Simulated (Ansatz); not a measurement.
# NaHgF3 (built on the sites of a database entry of KHgF3): following an unstable mode, part 2 of 3

Which phase does NaHgF3 (built on the sites of a database entry of KHgF3) fall into along its unstable mode, and how much energy does it gain?

Ansatz 0.2.0; DFT PBEsol, scalar-relativistic, plane waves, norm-conserving pseudopotentials.

So far. Step 4 (The mode frozen in, largest atomic shift 0.6 Å): The run ends at a pressure of -0.18 GPa, with forces up to 0.35 eV/Å. Step 5 (Energy along the mode, all amplitudes (two of the runs …): The lowest of the steps tried is the last one, at 0.6 Å, 65.8 meV/atom below the parent; the bottom of the well need not coincide with a step.

The structure was built from a prototype and need not be the compound's stable phase.

### 6. Relaxation from the frozen mode

Starting from the lowest point found, all atoms and the cell are let go, so that strain and other modes of the same symmetry can join in.

Input file input.yaml:

```yaml
crystal:
  lattice:
    - [3.1727838361, -3.1731176919, 0.0]
    - [3.1727838361, 3.1731176919, 0.0]
    - [0.0, 0.0, 4.4879394888]
  atoms:
    - { symbol: Na, position: [0.0771998083, -0.0772057454, 0.4228285519] }
    - { symbol: Hg, position: [0.5013556001, 0.4986442954, -0.0013621423] }
    - { symbol: F, position: [0.4487917743, 0.551212167, 0.5053176732] }
    - { symbol: F, position: [0.4487841922, 0.0053079726, 0.0512243403] }
    - { symbol: F, position: [-0.0053075639, 0.5512197458, 0.0512243403] }
kpoints:
  mp_grid: { grid: [8, 8, 8] }
hamiltonian:
  xc: pbesol
  pseudopotentials: { kind: nc }
scf:
  occupations: { method: gaussian, width: 0.01 }
output:
  forces: true
  stress: true
  eigenvalues: true
relax:
  adjacent_minimum: "off"
  f_tol: 0.002
  max_steps: 120
  cell: { stress_tol: 0.03 }
```

The run is started by

```sh
> ansatz run input.yaml --threads 4 --pin off --max-ram 14336MiB --backend cpu --events-out ev --progress --plain --runs-dir out
```

Numbers of over 12 decimals in the logs are rounded to 6 here.

Log:

```text
[...]
Crystal: 5 atoms, lattice volume = 90.366 Å³
Basis set: ecut = 1197.300995 eV, 8409 PW (Γ), exchange–correlation on 108×108×108 points (8 copies of the dense FFT grid, shifted against one another)
Bands: 30, of which v1, the nominal top of the filled ones, is band 25 counted from 1 (24 counted from 0)
Symmetry: 2 space group operations
[...]
k-points: 150 of 512 (time reversal used)
[...]
SCF iter   1: F=—  HF=-7788.754760 eV  |F-HF|=—  |Δ(HF+E_count)|=         —  Δρ=1.83e-1  dr2=2.46e1  ethr=3.10e-3  ⟨swp⟩=7.3  Hψ=23100  notcnv=0
[...]
SCF iter  10: F=-7780.704962 eV  HF=-7780.704962 eV  |F-HF|=3.67e-8  |Δ(HF+E_count)|=   8.28e-7  Δρ=4.93e-6  dr2=1.70e-8  ethr=2.00e-10  ⟨swp⟩=14.9  Hψ=28112  notcnv=0
SCF 1 converged in 10 iterations: F = -7780.704962 eV  dr2 = 1.70e-8
relax step   1: F+E_penalty+E_count = -7780.70496177 eV  Δ(F+E_penalty+E_count) = +0.000e0 eV  max|allowed force component| = 2.818e-1 eV/Å  Δτ_max = 0.0000 Å  P = -0.181 GPa  Ω = 90.366 Å³  (10 SCF iters, dr2 threshold 1.00e-7 eV, accepted)
Crystal: 5 atoms, lattice volume = 91.438 Å³
Basis set: ecut = 1197.300995 eV, 8547 PW (Γ), exchange–correlation on 108×108×108 points (8 copies of the dense FFT grid, shifted against one another)
[...]
iter 1 solved again at ethr=1.68e-4 eV; its pass at ethr=3.10e-3 eV (dr2=8.38e-2 eV) is discarded
[...]
SCF iter   7: F=-7780.728610 eV  HF=-7780.728610 eV  |F-HF|=2.33e-7  |Δ(HF+E_count)|=   2.46e-6  Δρ=1.35e-5  dr2=1.47e-7  ethr=1.00e-9  ⟨swp⟩=9.0  Hψ=25298  notcnv=0
SCF 2 converged in 7 iterations: F = -7780.728610 eV  dr2 = 1.47e-7
relax step   2: F+E_penalty+E_count = -7780.72861048 eV  Δ(F+E_penalty+E_count) = -2.365e-2 eV  max|allowed force component| = 1.936e-1 eV/Å  Δτ_max = 0.0754 Å  P = -0.299 GPa  Ω = 91.438 Å³  energy of the carried Pulay correction = -2.096e-5 eV  (7 SCF iters, dr2 threshold 5.00e-7 eV, accepted)
Crystal: 5 atoms, lattice volume = 91.700 Å³
Basis set: ecut = 1197.300995 eV, 8601 PW (Γ), exchange–correlation on 108×108×108 points (8 copies of the dense FFT grid, shifted against one another)
[...]
SCF iter   7: F=-7780.728883 eV  HF=-7780.728883 eV  |F-HF|=8.49e-8  |Δ(HF+E_count)|=   7.10e-7  Δρ=1.43e-5  dr2=1.36e-7  ethr=1.00e-9  ⟨swp⟩=7.3  Hψ=23569  notcnv=0
SCF 3 converged in 7 iterations: F = -7780.728883 eV  dr2 = 1.36e-7
relax step   3: F+E_penalty+E_count = -7780.72888262 eV  Δ(F+E_penalty+E_count) = -2.721e-4 eV  max|allowed force component| = 2.835e-1 eV/Å  Δτ_max = 0.1730 Å  P = +0.733 GPa  Ω = 91.700 Å³  energy of the carried Pulay correction = -2.604e-5 eV  (7 SCF iters, dr2 threshold 5.00e-7 eV, accepted)
[...]
relax step   4: F+E_penalty+E_count = -7780.74715847 eV  Δ(F+E_penalty+E_count) = -1.828e-2 eV  max|allowed force component| = 4.479e-2 eV/Å  Δτ_max = 0.0717 Å  P = -0.191 GPa  Ω = 92.158 Å³  energy of the carried Pulay correction = -3.489e-5 eV  (7 SCF iters, dr2 threshold 5.00e-7 eV, accepted)
[...]
relax step   5: F+E_penalty+E_count = -7780.74727144 eV  Δ(F+E_penalty+E_count) = -1.130e-4 eV  max|allowed force component| = 2.861e-2 eV/Å  Δτ_max = 0.0121 Å  P = +0.322 GPa  Ω = 91.400 Å³  energy of the carried Pulay correction = -2.022e-5 eV  (6 SCF iters, dr2 threshold 3.05e-7 eV, accepted)
[...]
relax step   6: F+E_penalty+E_count = -7780.74795017 eV  Δ(F+E_penalty+E_count) = -6.787e-4 eV  max|allowed force component| = 6.751e-3 eV/Å  Δτ_max = 0.0025 Å  P = -0.001 GPa  Ω = 91.920 Å³  energy of the carried Pulay correction = -3.030e-5 eV  (5 SCF iters, dr2 threshold 3.33e-7 eV, accepted)
[...]
relax step   7: F+E_penalty+E_count = -7780.74798165 eV  Δ(F+E_penalty+E_count) = -3.148e-5 eV  max|allowed force component| = 4.912e-4 eV/Å  Δτ_max = 0.0032 Å  P = +0.001 GPa  Ω = 91.906 Å³  energy of the carried Pulay correction = -3.002e-5 eV  (8 SCF iters, dr2 threshold 2.85e-9 eV, accepted)
[...]
SCF iter   5: F=-7780.748049 eV  HF=-7780.748049 eV  |F-HF|=3.64e-12  |Δ(HF+E_count)|=  3.64e-12  Δρ=2.22e-7  dr2=1.29e-11  ethr=1.00e-12  ⟨swp⟩=7.5  Hψ=26966  notcnv=0
SCF 8 converged in 5 iterations: F = -7780.748049 eV  dr2 = 1.29e-11
relax step   8: F+E_penalty+E_count = -7780.74804935 eV  Δ(F+E_penalty+E_count) = -6.770e-5 eV  max|allowed force component| = 3.860e-4 eV/Å  Δτ_max = 0.0000 Å  P = +0.005 GPa  Ω = 91.906 Å³  stress off target by 7.11e-3 GPa  SCF on the basis re-selected at this cell (its energy is not comparable with the rows above)  (5 SCF iters)
basis re-selected at this cell: Δ(F+E_penalty+E_count) = -6.770e-5 eV, ΔP = +0.005 GPa vs the last step (what re-selecting the basis moved, of the pressure what is left beyond the Pulay correction that the steps carried, after the strain that the cell walked since its last selection, with what the two solves' SCF thresholds leave and, on support functions, any second-order correction that the steps lacked; it is no m [...]
SCF converged after 5 iterations
Free energy (F): -7780.748049 eV
[...]
Internal energy: -7780.748049 eV  (E = F + TS)
E sigma→0 (E₀):  -7780.748049 eV
Fermi energy:    3.202383 eV
[...]
--- Forces (eV/Å), atoms counted from 1 ---
  atom   1  Na     0.00000000     0.00007101    -0.00007275
  atom   2  Hg     0.00000000     0.00034956     0.00026466
  atom   3  F      0.00000000    -0.00020524    -0.00011229
  atom   4  F     -0.00012835    -0.00019888    -0.00010419
  atom   5  F      0.00012835    -0.00019888    -0.00010419
  max |Σ_I F_I| component: 1.82e-4 eV/Å
--- Stress (GPa, compression-positive) ---
        0.003755       0.000000      -0.000000
        0.000000       0.006282       0.000958
       -0.000000       0.000958       0.006008
  P = ⅓ Tr σ = 0.0053 GPa (0.053 kbar)
--- Band table (eV; the first three rows and the last of 150) ---
  k-point 0: bands = [... 21 lower, 0.6228, 0.7537, 0.9392, 0.9393, 3.5896, 8.8853, 12.8221, 12.8222, ... 1 higher]
  k-point 1: bands = [... 21 lower, 0.6505, 0.8097, 0.9464, 1.0792, 3.8964, 8.9328, 12.3119, 12.8914, ... 1 higher]
  k-point 2: bands = [... 21 lower, 0.6603, 0.8864, 0.9967, 1.1902, 4.6646, 8.9418, 11.7247, 13.0884, ... 1 higher]
  k-point 149: bands = [... 21 lower, 0.9575, 1.0462, 2.8119, 2.8120, 8.2050, 10.1258, 10.9391, 10.9392, ... 1 higher]
--- Relaxed structure (7 steps of the walk, 7 accepted, 1 SCFs on fresh bases) ---
  F+E_penalty+E_count = -7780.74804935 eV   max|allowed force component| = 3.860e-4 eV/Å   (the final SCF, on the basis selected at the relaxed cell)
  cell:  # Å, volume = 91.9057 Å³
    - [3.145579, -3.237881, -0.065358]
    - [3.145579, 3.237881, 0.065358]
    - [0, 0.092440, 4.513676]
  atoms:
    - { symbol: Na, position: [0.099848, -0.099848, 0.400162] }
    - { symbol: Hg, position: [0.495291, 0.504709, 0.00472444] }
    - { symbol: F, position: [0.444206, 0.555794, 0.512743] }
    - { symbol: F, position: [0.444214, 0.012735, 0.055801] }
    - { symbol: F, position: [-0.012735, 0.555786, 0.055801] }
```

Elapsed: 5.6 min, on 4 threads of Intel Xeon Platinum 8488C (Sapphire Rapids), shared host; peak memory 1.6 GiB.

Step by step:

```
step  energy less that of the first step (eV)  largest force component (eV/Å)  pressure (GPa)  volume (Å³)
   1                                   0.0000                          0.2818           -0.18        90.37
   2                                  -0.0236                          0.1936           -0.30        91.44
   3                                  -0.0239                          0.2835            0.73        91.70
   4                                  -0.0422                          0.0448           -0.19        92.16
   5                                  -0.0423                          0.0286            0.32        91.40
   6                                  -0.0430                          0.0068            0.00        91.92
   7                                  -0.0430                          0.0005            0.00        91.91
  8*                                  -0.0431                          0.0004            0.01        91.91
```

Relaxation steps marked * repeat the geometry before them on a plane-wave basis chosen anew for their cell, so energy and pressure can jump there.

The run keeps the 2 symmetry operations that it works with, so distortions that break them were not tested.

```
conventional cell, symmetrised  before  after  change
                         a (Å)   6.346  6.291  -0.9 %
                         b (Å)   6.346  6.291  -0.9 %
                         c (Å)   7.773  8.044  +3.5 %
              volume (Å³/atom)   18.07  18.38  +1.7 %
```

The atoms that moved most (Å, as changes of fractional coordinates times the final cell):

```
atom      dx      dy      dz  length
 Na1   0.000  -0.149  -0.105   0.182
 Hg2   0.000   0.040   0.028   0.049
  F3   0.000   0.030   0.034   0.046
  F4   0.009   0.039   0.021   0.046
  F5  -0.009   0.039   0.021   0.046
```

The relaxed structure:

```cif
data_structure
_symmetry_space_group_name_H-M 'P 1'
_symmetry_Int_Tables_number 1
_cell_length_a 4.5147
_cell_length_b 4.5147
_cell_length_c 4.5146
_cell_angle_alpha 88.329
_cell_angle_beta 91.671
_cell_angle_gamma 91.668
_cell_volume 91.91
loop_
_atom_site_label
_atom_site_type_symbol
_atom_site_fract_x
_atom_site_fract_y
_atom_site_fract_z
_atom_site_occupancy
Na1 Na 0.09985 0.90015 0.40016 1
Hg2 Hg 0.49529 0.50471 0.00472 1
F3 F 0.44421 0.55579 0.51274 1
F4 F 0.44421 0.01274 0.05580 1
F5 F 0.98726 0.55579 0.05580 1
```

This step gave:

| Property | Result |
| --- | --- |
| pressure | 0.005348 GPa |
| gap on the k-mesh | 0.7746 eV |
| volume per atom | 18.38 Å³ |

The distorted start has space group R3m; the relaxation ends in R3m.

### 7. The new phase in its own primitive cell

The relaxed structure is symmetrised, reduced to its primitive cell and relaxed tightly, as its phonons need.

Input file input.yaml:

```yaml
crystal:
  lattice:
    - [3.1455261307, 1.8160703583, 2.6814517136]
    - [-3.1455261307, 1.8160703583, 2.6814517136]
    - [0.0, -3.6321407167, 2.6814517136]
  atoms:
    - { symbol: Na, position: [0.5998377475, 0.5998377475, 0.5998377475] }
    - { symbol: Hg, position: [0.995279199, 0.995279199, 0.995279199] }
    - { symbol: F, position: [0.9441957814, 0.9441957814, 0.4872565649] }
    - { symbol: F, position: [0.9441957814, 0.4872565649, 0.9441957814] }
    - { symbol: F, position: [0.4872565649, 0.9441957814, 0.9441957814] }
kpoints:
  mp_grid: { grid: [6, 6, 6] }
hamiltonian:
  xc: pbesol
  pseudopotentials: { kind: nc }
scf:
  occupations: { method: fixed }
output:
  forces: true
  stress: true
  eigenvalues: true
relax:
  adjacent_minimum: "off"
  f_tol: 0.001
  max_steps: 60
  cell: { stress_tol: 0.01 }
```

Log:

```text
[...]
Crystal: 5 atoms, lattice volume = 91.907 Å³
Basis set: ecut = 1197.300995 eV, 8619 PW (Γ), exchange–correlation on 108×108×108 points (8 copies of the dense FFT grid, shifted against one another)
Bands: 30, of which v1, the nominal top of the filled ones, is band 25 counted from 1 (24 counted from 0)
Symmetry: 6 space group operations
[...]
cell:  # Å, volume = 91.9067 Å³
    - [3.145526, 1.816070, 2.681452]
    - [-3.145526, 1.816070, 2.681452]
    - [0.0, -3.632141, 2.681452]
  atoms:
    - { symbol: Na, position: [0.599838, 0.599838, 0.5998377475] }
    - { symbol: Hg, position: [0.995279, 0.995279, 0.995279] }
    - { symbol: F, position: [0.9441957814, 0.9441957814, 0.487257] }
    - { symbol: F, position: [0.9441957814, 0.487257, 0.944196] }
    - { symbol: F, position: [0.487257, 0.9441957814, 0.944196] }
[key lines of the parts left out:]
SCF converged after 7 iterations
Free energy (F): -7780.748050 eV
Fermi energy:    2.814767 eV
P = ⅓ Tr σ = 0.0047 GPa (0.047 kbar)
```

It took 19 s on 4 threads; peak memory 0.84 GiB.

Little changed from the start: no atom moved by 0.005 Å and no cell edge by 0.1 %.

Numbers from this step:

```yaml
pressure: 0.004696 GPa
gap_on_the_k_mesh: 0.7747 eV
direct_gap_on_mesh: 2.650 eV
```

The largest force component left is 0.35 meV/Å and the pressure is 0.005 GPa, within the tolerances set. The cell now holds 18.38 Å³/atom.

[end of part 2 of 3]

[Logs are printed without paths, hosts, clocks, repeated set-up lines and the standing remarks that a program may print on its own settings, such as how far it seeks lower states.]

[Hosts, paths, dates, database ids (printed as entryN), source tags and the programs' standing remarks are cut or masked in the printed files.]
